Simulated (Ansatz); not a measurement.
# Bands, cutoff and cost in G0W0 for Bi2Se3 (Guanajuatite)

How do accuracy and time trade against each other in G0W0 on Bi2Se3 (Guanajuatite)?

Program: Ansatz 0.2.0. Level of theory: G0W0 on r2SCAN, plane waves, PAW. Results are calculated unless marked as measured.

**1. The structure**

It takes space group Pnma (No. 62, orthorhombic). Conventional cell: a = 11.830 Å, b = 4.090 Å, c = 11.620 Å, α = 90.00°, β = 90.00°, γ = 90.00°. Bi has 7 Se at 2.79 to 3.53 Å nearest. Bi has 7 Se at 2.72 to 3.47 Å nearest. Nearest to Se lie 5 Bi at 2.79 to 3.47 Å. Nearest to Se lie 4 Bi at 2.84 to 3.53 Å. Se has 5 Bi at 2.72 to 3.16 Å nearest. Farther neighbours and most contacts between anions are not listed.

Geometry: measured cell, ions relaxed with r2SCAN. This is not the form that Bi2Se3 usually takes at ambient conditions. The runs that relaxed it are not among those shown. Spin-orbit coupling is left out unless a step names it.

**2. 747 empty bands, screening to 70 eV**

G0W0 replaces the xc potential by the self-energy, built once from these orbitals. Only a window of levels is corrected, while the sums run over the empty bands that the input names. This step takes hard PAW files.

input.yaml

```yaml
crystal:
  lattice:
    - [11.83, 0.0, 0.0]
    - [0.0, 4.09, 0.0]
    - [0.0, 0.0, 11.62]
  atoms:
    - { symbol: Bi, position: [0.5142425949, 0.25, 0.1715036437] }
    - { symbol: Bi, position: [0.9857574051, 0.75, 0.6715036437] }
    - { symbol: Bi, position: [0.0142425949, 0.25, 0.3284963563] }
    - { symbol: Bi, position: [0.4857574051, 0.75, 0.8284963563] }
    - { symbol: Bi, position: [0.6557159474, 0.75, 0.4614282578] }
    - { symbol: Bi, position: [0.8442840526, 0.25, 0.9614282578] }
    - { symbol: Bi, position: [0.1557159474, 0.75, 0.0385717422] }
    - { symbol: Bi, position: [0.3442840526, 0.25, 0.5385717422] }
    - { symbol: Se, position: [0.6258073908, 0.75, 0.0535723304] }
    - { symbol: Se, position: [0.8741926092, 0.25, 0.5535723304] }
    - { symbol: Se, position: [0.1258073908, 0.75, 0.4464276696] }
    - { symbol: Se, position: [0.3741926092, 0.25, 0.9464276696] }
    - { symbol: Se, position: [0.716869522, 0.25, 0.30268878] }
    - { symbol: Se, position: [0.783130478, 0.75, 0.80268878] }
    - { symbol: Se, position: [0.216869522, 0.25, 0.19731122] }
    - { symbol: Se, position: [0.283130478, 0.75, 0.69731122] }
    - { symbol: Se, position: [0.4454920794, 0.75, 0.3672353527] }
    - { symbol: Se, position: [0.0545079206, 0.25, 0.8672353527] }
    - { symbol: Se, position: [0.9454920794, 0.75, 0.1327646473] }
    - { symbol: Se, position: [0.5545079206, 0.25, 0.6327646473] }
kpoints:
  mp_grid: { grid: [2, 4, 2] }
hamiltonian:
  xc: r2scan
  pseudopotentials: { kind: paw, source: ansatz }
scf:
  occupations: { method: fixed }
gw:
  n_empty_bands: 747
  ecut_chi: 70.0
  qp_bands: [v4, c4]
  qp_kpoints: band_edges
  screening: { model: contour_deformation }
```

On the command line:

```sh
$ ansatz run input.yaml --threads 16 --pin off --max-ram 82944MiB --backend cuda --events-out ev --progress --plain --runs-dir out --devices 1 --max-vram 78GiB
```

Numbers of over 12 decimals in the logs are rounded to 6 here.

What it wrote:

```text
GPUs: using 1 of 1 available (devices: 1).
Engine: ansatz 0.2.0, aarch64-unknown-linux-gnu
Pseudopotentials: kind: paw
Pseudopotential: Bi, paw, valence charge 23, recommended cutoff 500 eV (normal), Bi.paw.azcp
Pseudopotential: Se, paw, valence charge 16, recommended cutoff 820 eV (meta_gga), Se.paw.azcp
Functional definition: r2SCAN
  parameter k0 = 0.174
  parameter k1 = 0.065
  parameter a1 = 4.9479
  exchange = r2scan_x(k0 = k0, k1 = k1, a1 = a1)
  correlation = r2scan_c
[...]
Crystal: 20 atoms, lattice volume = 562.230 Å³
Basis set: ecut = 820 eV, 30015 PW (Γ), exchange–correlation on 576×192×540 points (64 copies of the dense FFT grid, shifted against one another)
Bands: 226, of which v1, the nominal top of the filled ones, is band 188 counted from 1 (187 counted from 0)
Symmetry: 8 space group operations
Space group: Pnma (ITA 62), of the structure as read, at distance tolerance 8.3e-5 Å
k-points: 12 of 16
Non-local potential: Bi, projectors of the file, l = 0: 3, l = 1: 3, l = 2: 3, l = 3: 2
Non-local potential: Se, projectors of the file, l = 0: 2, l = 1: 2, l = 2: 3, l = 3: 1
PAW form: soft (Blöchl's): semilocal exchange-correlation on the pseudo side does not see the compensation charge
PAW frozen core: Bi, regenerated for the run's functional (the file was generated under x = pbe(κ = 0.804, μ = 0.219515), c = pbe(β = 0.066725))
PAW frozen core: Se, regenerated for the run's functional (the file was generated under x = pbe(κ = 0.804, μ = 0.219515), c = pbe(β = 0.066725))
PAW one-centre angular grid: Bi, 590 points (default); XC on 241 of its mesh's 495 points in the sphere
PAW one-centre angular grid: Se, 590 points (default); XC on 160 Gauss nodes
Initial density: superposition of atomic densities (chi_scale 0.1, normalization cell, long waves kept (reshape's long-wave potential 0.03 eV rms))
Initial wavefunctions: pseudopotential atomic-orbital guess
[...]
Functional: x = r2scan, c = r2scan; τ floored in thin density (d = 2e-4 eV/Å³)
iter 1 solved again at ethr=1.82e-3 eV; its pass at ethr=3.10e-3 eV (dr2=6.85e0 eV) is discarded
SCF iter   1: F=—  HF=-194431.558456 eV  |F-HF|=—  |Δ(HF+E_count)|=         —  Δρ=3.70e-2  dr2=6.93e0  dr2_τ=1.00e-1  ethr=1.82e-3  ⟨swp⟩=1.0  Hψ=10755  notcnv=0  defer=379
preconditioner: auto → Resta (q_TF=auto, 2.551 Å⁻¹)  ε∞=3.5  [insulator: Δε(μ)=1.149 eV  Ē_g=10.565 eV  n_scr=158 (ndim 8)  ℏωp=16.6 eV  f_vac=0.038  ε∞_Penn≈3.5]
SCF iter   2: F=—  HF=-194430.292754 eV  |F-HF|=—  |Δ(HF+E_count)|=    1.27e0  Δρ=1.68e-2  dr2=1.23e0  dr2_τ=5.61e-2  ethr=1.82e-3  ⟨swp⟩=2.3  Hψ=3559  notcnv=0  defer=410
SCF iter   3: F=—  HF=-194430.238177 eV  |F-HF|=—  |Δ(HF+E_count)|=   5.46e-2  Δρ=6.36e-3  dr2=1.64e-1  dr2_τ=1.14e-2  ethr=3.27e-4  ⟨swp⟩=2.0  Hψ=3516  notcnv=0  defer=425
SCF iter   4: F=—  HF=-194430.298664 eV  |F-HF|=—  |Δ(HF+E_count)|=   6.05e-2  Δρ=1.63e-3  dr2=3.38e-2  dr2_τ=2.17e-3  ethr=4.36e-5  ⟨swp⟩=2.9  Hψ=4259  notcnv=0  defer=428
SCF iter   5: F=—  HF=-194430.293664 eV  |F-HF|=—  |Δ(HF+E_count)|=   5.00e-3  Δρ=4.62e-4  dr2=1.35e-3  dr2_τ=9.97e-5  ethr=8.98e-6  ⟨swp⟩=2.6  Hψ=4487  notcnv=0  defer=427
SCF iter   6: F=—  HF=-194430.294461 eV  |F-HF|=—  |Δ(HF+E_count)|=   7.98e-4  Δρ=1.93e-4  dr2=2.77e-4  dr2_τ=1.58e-5  ethr=3.58e-7  ⟨swp⟩=2.0  Hψ=4202  notcnv=0  defer=428
[...]
SCF iter   8: F=—  HF=-194430.294477 eV  |F-HF|=—  |Δ(HF+E_count)|=   1.18e-7  Δρ=2.26e-5  dr2=3.64e-6  dr2_τ=1.10e-7  ethr=8.46e-9  ⟨swp⟩=2.0  Hψ=4396  notcnv=0  defer=378
SCF iter   9: F=—  HF=-194430.294479 eV  |F-HF|=—  |Δ(HF+E_count)|=   2.33e-6  Δρ=6.91e-6  dr2=4.53e-7  dr2_τ=2.61e-8  ethr=9.68e-10  ⟨swp⟩=2.0  Hψ=4158  notcnv=0  defer=378
SCF iter  10: F=-194430.294479 eV  HF=-194430.294479 eV  |F-HF|=9.63e-9  |Δ(HF+E_count)|=   2.47e-8  Δρ=2.44e-6  dr2=4.79e-8  dr2_τ=3.91e-9  ethr=2.66e-11  ⟨swp⟩=13.1  Hψ=13576  notcnv=0
SCF 1 converged in 10 iterations: F = -194430.294479 eV  dr2 = 4.79e-8
  greatest PAW one-centre occupation: 1.000 electrons in one spin orbital (limit 2), on the Bi atom at site 3 (counted from 0), in its partial waves of l = 0
[...]
NSCF: frozen V_eff on 12 k-points
[...]
SCF converged after 10 iterations
[...]
4   192     11.9256    -9.8199    -3.1455   -13.2156  0.7766    12.1768    12.1758  root
     5   185      9.0329   -17.0343     1.9204   -15.1769  0.7455     9.0958     9.0960  root
     5   186      9.0329   -17.0343     1.9204   -15.1769  0.7455     9.0958     9.0960  root
     5   187      9.1800   -16.9931     1.8165   -15.2536  0.7477     9.2569     9.2571  root
     5   188      9.1800   -16.9931     1.8165   -15.2536  0.7477     9.2569     9.2571  root
     5   189     11.4553   -10.0854    -2.9852   -13.3090  0.7808    11.6944    11.6937  root
     5   190     11.4553   -10.0854    -2.9852   -13.3090  0.7808    11.6944    11.6937  root
     5   191     11.8295    -9.8675    -3.0926   -13.2259  0.7775    12.0964    12.0953  root
     5   192     11.8295    -9.8675    -3.0926   -13.2259  0.7775    12.0964    12.0953  root
     6   185      9.3498   -16.8359     1.6766   -15.2379  0.7504     9.4283     9.4285  root
     6   186      9.3498   -16.8359     1.6766   -15.2379  0.7504     9.4283     9.4285  root
     6   187      9.6403   -16.8800     1.5388   -15.4369  0.7539     9.7360     9.7362  root
     6   188      9.6403   -16.8800     1.5388   -15.4369  0.7539     9.7360     9.7362  root
     6   189     11.2706   -10.3954    -3.0492   -13.7018  0.7853    11.5286    11.5278  root
     6   190     11.2706   -10.3954    -3.0492   -13.7018  0.7853    11.5286    11.5278  root
     6   191     11.4413    -9.6787    -3.0634   -12.9691  0.7838    11.6690    11.6683  root
     6   192     11.4413    -9.6787    -3.0634   -12.9691  0.7838    11.6690    11.6683  root
     7   185      9.3777   -16.9778     1.8585   -15.1892  0.7471     9.4475     9.4476  root
     7   186      9.3777   -16.9778     1.8585   -15.1892  0.7471     9.4475     9.4476  root
     7   187      9.3999   -16.8614     1.5507   -15.4060  0.7542     9.4950     9.4952  root
     7   188      9.3999   -16.8614     1.5507   -15.4060  0.7542     9.4950     9.4952  root
     7   189     11.1721   -10.0919    -2.9614   -13.2762  0.7841    11.3956    11.3950  root
     7   190     11.1721   -10.0919    -2.9614   -13.2762  0.7841    11.3956    11.3950  root
     7   191     11.8724    -9.9515    -3.2227   -13.4376  0.7797    12.1368    12.1358  root
[...]
11   185      8.8889   -16.7693     1.8794   -14.9347  0.7447     8.9336     8.9337  root
    11   186      8.8889   -16.7693     1.8794   -14.9347  0.7447     8.9336     8.9337  root
    11   187      8.8889   -16.7693     1.8794   -14.9347  0.7447     8.9336     8.9337  root
    11   188      8.8889   -16.7693     1.8794   -14.9347  0.7447     8.9336     8.9337  root
    11   189     11.7147    -9.7619    -3.0922   -13.0953  0.7801    11.9568    11.9560  root
    11   190     11.7147    -9.7619    -3.0922   -13.0953  0.7801    11.9568    11.9560  root
    11   191     11.7147    -9.7619    -3.0922   -13.0953  0.7801    11.9568    11.9560  root
    11   192     11.7147    -9.7619    -3.0922   -13.0953  0.7801    11.9568    11.9560  root
```

Elapsed: 1.9 min, on 1 × NVIDIA GB200 (shared by 2 runs) with 16 threads of Arm Neoverse V2, shared host; peak memory 19 GiB; 5.2 min of CPU time.

This step gave:

* bands summed: 935
* RPA ε∞ on this mesh (eigenvalues): 11.03, 14.50, 15.81
* plane waves in the screening matrix: 747
* q-points in the mesh: 16
* G0W0 gap on the mesh: 1.438 eV
* k of the valence top: -0.5, 0, 0
* k of the conduction bottom: 0, 0, 0
* starting gap on the mesh: 1.338 eV
* Z at the valence top: 0.7539
* Z at the conduction bottom: 0.7846
* least direct G0W0 gap on the computed points: 1.548 eV

The gap on the mesh goes from 1.34 eV to 1.44 eV, a correction of +0.10 eV. Between the two edge states, bare exchange in place of the xc potential would open the gap by 4.33 eV, and correlation takes back 4.23 eV.

**3. 1472 empty bands, screening to 110 eV**

Another rung: the empty bands reach about as high as the screening cutoff, so the two stay in balance.

Changes to input.yaml since step 2:

```diff
@@ -34,4 +34,4 @@
 gw:
-  n_empty_bands: 747
-  ecut_chi: 70.0
+  n_empty_bands: 1472
+  ecut_chi: 110.0
   qp_bands: [v4, c4]
```

What it wrote:

```text
GPUs: using 1 of 1 available (devices: 1).
[...]
Crystal: 20 atoms, lattice volume = 562.230 Å³
Basis set: ecut = 820 eV, 30015 PW (Γ), exchange–correlation on 576×192×540 points (64 copies of the dense FFT grid, shifted against one another)
Bands: 226, of which v1, the nominal top of the filled ones, is band 188 counted from 1 (187 counted from 0)
[... 1 set-up line as in the run before ...]
[...]
k-points: 12 of 16
[...]
SCF iter   6: F=—  HF=-194430.294461 eV  |F-HF|=—  |Δ(HF+E_count)|=   7.98e-4  Δρ=1.93e-4  dr2=2.77e-4  dr2_τ=1.58e-5  ethr=3.58e-7  ⟨swp⟩=2.0  Hψ=4202  notcnv=0  defer=428
[...]
SCF iter   8: F=—  HF=-194430.294477 eV  |F-HF|=—  |Δ(HF+E_count)|=   1.18e-7  Δρ=2.26e-5  dr2=3.64e-6  dr2_τ=1.10e-7  ethr=8.46e-9  ⟨swp⟩=2.0  Hψ=4396  notcnv=0  defer=378
[...]
SCF iter  10: F=-194430.294479 eV  HF=-194430.294479 eV  |F-HF|=9.63e-9  |Δ(HF+E_count)|=   2.47e-8  Δρ=2.44e-6  dr2=4.79e-8  dr2_τ=3.91e-9  ethr=2.66e-11  ⟨swp⟩=13.1  Hψ=13576  notcnv=0
SCF 1 converged in 10 iterations: F = -194430.294479 eV  dr2 = 4.79e-8
[...]
NSCF: frozen V_eff on 12 k-points
[...]
SCF converged after 10 iterations
[...]
4   192     11.9256    -9.8199    -3.3449   -13.2156  0.7754    11.9765    11.9765  root
     5   185      9.0329   -17.0343     1.6960   -15.1769  0.7433     8.8709     8.8715  root
     5   186      9.0329   -17.0343     1.6960   -15.1769  0.7433     8.8709     8.8715  root
     5   187      9.1800   -16.9931     1.5887   -15.2536  0.7454     9.0288     9.0292  root
     5   188      9.1800   -16.9931     1.5887   -15.2536  0.7454     9.0288     9.0292  root
     5   189     11.4553   -10.0854    -3.1853   -13.3090  0.7796    11.4936    11.4936  root
     5   190     11.4553   -10.0854    -3.1853   -13.3090  0.7796    11.4936    11.4936  root
     5   191     11.8295    -9.8675    -3.2897   -13.2259  0.7762    11.8982    11.8981  root
[...]
11   189     11.7147    -9.7619    -3.2871   -13.0953  0.7789    11.7611    11.7610  root
    11   190     11.7147    -9.7619    -3.2871   -13.0953  0.7789    11.7611    11.7610  root
    11   191     11.7147    -9.7619    -3.2871   -13.0953  0.7789    11.7611    11.7610  root
    11   192     11.7147    -9.7619    -3.2871   -13.0953  0.7789    11.7611    11.7610  root
```

Wall time 3.2 min (1 × NVIDIA GB200 (shared by 2 runs) with 16 threads); peak memory 25 GiB; 8.7 min of CPU time.

Numbers from this step:

```
bands summed                                 : 1660
RPA ε∞ on this mesh (eigenvalues)            : 11.02, 14.45, 15.75
plane waves in the screening matrix          : 1517
q-points in the mesh                         : 16
G0W0 gap on the mesh                         : 1.475 eV
k of the valence top                         : -0.5, 0, 0
k of the conduction bottom                   : 0, 0, 0
starting gap on the mesh                     : 1.338 eV
Z at the valence top                         : 0.7516
Z at the conduction bottom                   : 0.7834
least direct G0W0 gap on the computed points : 1.583 eV
```

Against the run with 2×4×2 mesh, 747 empty bands, screening to 70 eV, hard PAW files, the gap moves by +0.04 eV.

**4. 2829 empty bands, screening to 170 eV**

Changes to input.yaml since step 3:

```diff
@@ -34,4 +34,4 @@
 gw:
-  n_empty_bands: 1472
-  ecut_chi: 110.0
+  n_empty_bands: 2829
+  ecut_chi: 170.0
   qp_bands: [v4, c4]
```

What it wrote:

```text
GPUs: using 1 of 1 available (devices: 1).
[...]
Crystal: 20 atoms, lattice volume = 562.230 Å³
Basis set: ecut = 820 eV, 30015 PW (Γ), exchange–correlation on 576×192×540 points (64 copies of the dense FFT grid, shifted against one another)
Bands: 226, of which v1, the nominal top of the filled ones, is band 188 counted from 1 (187 counted from 0)
[... 1 set-up line as in the run before ...]
[...]
k-points: 12 of 16
[...]
5   190     11.4553   -10.0854    -3.3191   -13.3090  0.7792    11.3599    11.3598  root
     5   191     11.8295    -9.8675    -3.4169   -13.2259  0.7758    11.7711    11.7710  root
[...]
11   189     11.7147    -9.7619    -3.4140   -13.0953  0.7785    11.6342    11.6341  root
    11   190     11.7147    -9.7619    -3.4140   -13.0953  0.7785    11.6342    11.6341  root
    11   191     11.7147    -9.7619    -3.4140   -13.0953  0.7785    11.6342    11.6341  root
    11   192     11.7147    -9.7619    -3.4140   -13.0953  0.7785    11.6342    11.6341  root
[key lines of the parts left out:]
SCF converged after 10 iterations
```

Elapsed: 12 min, on 1 × NVIDIA GB200 (shared by 2 runs) with 16 threads; peak memory 36 GiB; 16 min of CPU time.

This step gave:

| Quantity | Value |
| --- | --- |
| bands summed | 3017 |
| RPA ε∞ on this mesh (eigenvalues) | 11.01, 14.44, 15.75 |
| plane waves in the screening matrix | 2813 |
| G0W0 gap on the mesh | 1.510 eV |
| k of the valence top | -0.5, 0, 0 |
| k of the conduction bottom | 0, 0, 0 |
| starting gap on the mesh | 1.338 eV |
| least direct G0W0 gap on the computed points | 1.617 eV |

Against the run with 2×4×2 mesh, 1472 empty bands, screening to 110 eV, hard PAW files, the gap moves by +0.04 eV.

**5. Changing the k mesh: 2×6×2 mesh, 747 empty bands, screening to 70 eV, hard PAW files**

A second mesh at equal bands and cutoff isolates the sampling error. Bands and cutoff differ from the step before, so it is read against an earlier run that matches them.

Changes to input.yaml since step 4:

```diff
@@ -27,3 +27,3 @@
 kpoints:
-  mp_grid: { grid: [2, 4, 2] }
+  mp_grid: { grid: [2, 6, 2] }
 hamiltonian:
@@ -34,4 +34,4 @@
 gw:
-  n_empty_bands: 2829
-  ecut_chi: 170.0
+  n_empty_bands: 747
+  ecut_chi: 70.0
   qp_bands: [v4, c4]
```

What it wrote:

```text
GPUs: using 1 of 1 available (devices: 1).
[...]
Crystal: 20 atoms, lattice volume = 562.230 Å³
Basis set: ecut = 820 eV, 30015 PW (Γ), exchange–correlation on 576×192×540 points (64 copies of the dense FFT grid, shifted against one another)
Bands: 226, of which v1, the nominal top of the filled ones, is band 188 counted from 1 (187 counted from 0)
[... 1 set-up line as in the run before ...]
[...]
k-points: 16 of 24
[...]
9   190     11.1711   -10.1200    -2.9328   -13.2768  0.7853    11.3958    11.3952  root
     9   191     11.8736    -9.9978    -3.1783   -13.4385  0.7811    12.1371    12.1360  root
[...]
15   189     11.7149    -9.7613    -3.0917   -13.0948  0.7803    11.9575    11.9567  root
    15   190     11.7149    -9.7613    -3.0917   -13.0948  0.7803    11.9575    11.9567  root
    15   191     11.7149    -9.7613    -3.0917   -13.0948  0.7803    11.9575    11.9567  root
    15   192     11.7149    -9.7613    -3.0917   -13.0948  0.7803    11.9575    11.9567  root
[key lines of the parts left out:]
SCF converged after 10 iterations
```

It took 2.7 min on 1 × NVIDIA GB200 (shared by 2 runs) with 16 threads; peak memory 24 GiB; 7.7 min of CPU time.

This step gave:

- bands summed: 935
- RPA ε∞ on this mesh (eigenvalues): 11.08, 14.74, 16.31
- plane waves in the screening matrix: 747
- G0W0 gap on the mesh: 1.436 eV
- k of the valence top: -0.5, 0, 0
- k of the conduction bottom: 0, 0, 0
- starting gap on the mesh: 1.338 eV
- least direct G0W0 gap on the computed points: 1.547 eV

Against the run with 2×4×2 mesh, 747 empty bands, screening to 70 eV, hard PAW files, the gap moves by −0.001 eV.

**6. The runs together**

Times are wall times on 1 × NVIDIA GB200 (shared by 2 runs) with 16 threads of Arm Neoverse V2, shared host, good to a factor of about two.

```csv
mesh,files,frequency,bands summed,cutoff (eV),start (eV),G0W0 (eV),time,host memory (GiB)
2×4×2,hard PAW,contour deformation,935,70,1.338,1.438,1.9 min,19
2×4×2,hard PAW,contour deformation,1660,110,1.338,1.475,3.2 min,25
2×4×2,hard PAW,contour deformation,3017,170,1.338,1.510,12 min,36
2×6×2,hard PAW,contour deformation,935,70,1.338,1.436,2.7 min,24
```

The parts of the quasiparticle energy at the two band edges (eV; QP = start + Σx + Σc − Vxc):

| run | edge | start | Σx | Σc | Vxc | Z | QP |
| --- | --- | --- | --- | --- | --- | --- | --- |
| 935 bands | valence top | 9.64 | -16.88 | 1.54 | -15.44 | 0.75 | 9.74 |
| 935 bands | conduction bottom | 10.98 | -10.30 | -2.69 | -13.19 | 0.78 | 11.17 |
| 1660 bands | valence top | 9.64 | -16.88 | 1.30 | -15.44 | 0.75 | 9.50 |
| 1660 bands | conduction bottom | 10.98 | -10.30 | -2.89 | -13.19 | 0.78 | 10.97 |
| 3017 bands | valence top | 9.64 | -16.88 | 1.13 | -15.44 | 0.75 | 9.33 |
| 3017 bands | conduction bottom | 10.98 | -10.30 | -3.02 | -13.19 | 0.78 | 10.84 |

**7. What came out**

| Property | Result |
| --- | --- |
| 935 bands, 70 eV | 1.438 eV |
| 1660 bands, 110 eV | 1.475 eV |
| 3017 bands, 170 eV | 1.510 eV |
| estimated limit in bands and cutoff | 1.55 eV |
| mesh and start | 2×4×2, r2SCAN |

A line in one over the bands through the two highest rungs gives 1.55 eV, +0.04 eV from the top rung; the pair below gives 1.52 eV, so the estimate is still climbing. The rungs stand 0.12 eV (935 bands), 0.08 eV (1660 bands) and 0.04 eV (3017 bands) from it. From 935 to 3017 bands the gap moves by +0.07 eV while the time grows 6.1-fold. Σc changes by −0.40 eV at the valence top and −0.33 eV at the conduction bottom, so the levels themselves move more than the gap between them. On the 2×6×2 mesh in place of 2×4×2 the gap differs by −0.001 eV, of which −0.0003 eV is already in the start. The cheapest rung within 0.1 eV of this estimate is that with 1660 bands (3.2 min). Gaps are over the mesh's points; an edge off the mesh would be missed. The 2×4×2 mesh is coarse for this cell (its supercell is 16 Å along the shortest edge). The RPA ε∞ on it, from the r2SCAN start, is 11.01, 14.44 and 15.75; such meshes misread the long-range screening, most where the gap is narrow. Where an edge is built on 6p states of lead, bismuth or thallium, scalar-relativistic gaps usually stand too wide, by a few tenths to over one eV. The many-body steps are scalar-relativistic: spin-orbit coupling is not in them.

[Paths, hosts, dates, memory and timing lines, banners, echoed tables and standing remarks are left out of the program output.]

[Logs are printed without paths, hosts, clocks, repeated set-up lines and the standing remarks that a program may print on its own settings, such as how far it seeks lower states.]

[Runs of the session that timed out or met a known fault of the program may be left out.]

[Cells called generated may have been cut or substituted from an entry of the Crystallography Open Database or the Materials Project.]

[Hosts, paths, dates, database ids (printed as entryN), source tags and the programs' standing remarks are cut or masked in the printed files.]
